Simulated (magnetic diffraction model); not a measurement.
**Which magnetic order? HoAl₄Cd**

Space group Cmcm (no. 63), a = 4.1730 Å, b = 16.0120 Å, c = 6.8790 Å.

| site | atom | x | y | z |
| --- | --- | --- | --- | --- |
| 4c | Ho | 0 | 0.8835 | 3/4 |
| 4c | Cd | 1/2 | 0.7271 | 3/4 |
| 8f | Al | 0 | 0.6896 | 0.5507 |
| 4c | Al | 0 | 0.9192 | 1/4 |
| 4b | Al | 1/2 | 0 | 1/2 |

This is a made-up structure (elements placed in a structure type, unrelaxed), so the numbers test the method and describe no known phase.

Only Ho is taken to order (form factors of Ho3+); orders and moment sizes are assumed, and not adapted to the symmetry. Radiation: neutrons of λ = 2.36 Å (absorption by Cd left out), 3° to 75°; isotropic B of 0.58 Å² (Ho), 0.59 Å² (Cd) and 0.99 Å² (Al). The intensities are simulated: I ∝ L Σ (|F_N|² + |F_M⊥|²) for unpolarised neutrons, with F_M = 2.695 fm/μB × Σ f(s) S exp(2πi Q·r) exp(−B s²) at Q = H ± k (one set where k and −k are equivalent), only the part normal to Q counting and L = 1/(sin²θ cos θ). For collinear order S is the moment m, which repeats by lattice and centring translations R with the sign exp(−2πi k·R). Form factors are spin-only for 3d ions and dipole or tabulated for f ions, scattering lengths are Sears's of 1992, and absorption is left out. A label names one of the reflections at its angle. The strongest nuclear line in the range is 100, and lines under 0.2 are left out.

Above the ordering temperature:

```tsv
2θ (°)	index	I
16.95	(0 2 0)	12.2
26.14	(0 2 1)	4.0
33.98	(1 1 0)	6.8
34.29	(0 4 0)	0.5
39.61	(1 1 1)	0.6
39.88	(0 4 1)	4.4
40.13	(0 0 2)	10.0
42.07	(1 3 0)	4.8
43.85	(0 2 2)	0.7
46.88	(1 3 1)	24.4
53.57	(1 1 2)	100.0
53.78	(0 4 2)	17.5
55.35	(1 5 0)	56.0
56.62	(0 6 1)	35.3
59.36	(1 5 1)	39.0
59.54	(1 3 2)	24.4
64.73	(0 2 3)	9.2
68.06	(0 6 2)	38.2
68.88	(2 0 0)	51.4
70.54	(1 5 2)	1.1
71.53	(2 2 0)	1.8
72.07	(1 7 0)	2.5
```
(The table stops after 22 lines; 3 more lie at higher angle.)

Below it (cell unchanged):

```tsv
2θ (°)	I
16.95	12.2
26.14	107.2
33.98	61.0
34.29	0.5
39.61	64.7
39.88	5.2
40.13	46.7
42.07	18.9
43.85	1.2
46.88	71.9
53.57	142.0
53.78	38.8
55.35	66.2
56.62	39.4
59.36	45.8
59.54	41.4
64.73	32.6
68.06	39.1
68.88	62.6
70.54	20.1
71.53	2.0
72.07	3.2
72.25	1.1
72.57	28.1
72.75	3.0
```

**Question.** Find the propagation vector, then choose among these models:
A. collinear moments along [010], 5.7 μB on Ho; signs + at (0, 0.8835, 3/4), − at (1/2, 0.6165, 1/4)
B. collinear moments along [010], 5.7 μB on Ho; signs + at (0, 0.8835, 3/4), + at (1/2, 0.6165, 1/4)
C. collinear moments along [110], 5.7 μB on Ho; signs + at (0, 0.8835, 3/4), + at (1/2, 0.6165, 1/4)
D. collinear moments along [110], 5.7 μB on Ho; signs + at (0, 0.8835, 3/4), − at (1/2, 0.6165, 1/4)

No line moves, and magnetic intensity falls on nuclear lines such as the one at 26.14°, so the magnetic cell equals the chemical primitive cell: k = 0.

Magnetic intensity, observed (below minus above) and for each model:

| 2θ (°) | index | observed | A | B | C | D |
| --- | --- | --- | --- | --- | --- | --- |
| 19.75 | (0 0 1) | <0.2 | 161.7 | <0.2 | <0.2 | 161.7 |
| 26.14 | (0 2 1) | 103.2 | 1.2 | 103.2 | 108.1 | 1.2 |
| 39.88 | (0 4 1) | 0.8 | 17.9 | 0.8 | 1.0 | 21.3 |
| 40.13 | (0 0 2) | 36.6 | <0.2 | 36.6 | 36.6 | <0.2 |
| 43.85 | (0 2 2) | 0.6 | 50.5 | 0.6 | 0.6 | 51.1 |
| 46.88 | (1 3 1) | 47.5 | 24.8 | 47.5 | 46.7 | 24.3 |
| 53.78 | (0 4 2) | 21.2 | 1.0 | 21.2 | 22.2 | 1.1 |
| 64.73 | (0 2 3) | 23.5 | 0.3 | 23.5 | 23.6 | 0.3 |

Model B matches.

The absence at (0 0 1) is telling: the sublattices cancel there.

The structure used: k = (0 0 0), collinear moments along [010], 5.7 μB on Ho; signs + at (0, 0.8835, 3/4), + at (1/2, 0.6165, 1/4).

[Logs are printed without paths, hosts, clocks, repeated set-up lines and the standing remarks that a program may print on its own settings, such as how far it seeks lower states.]
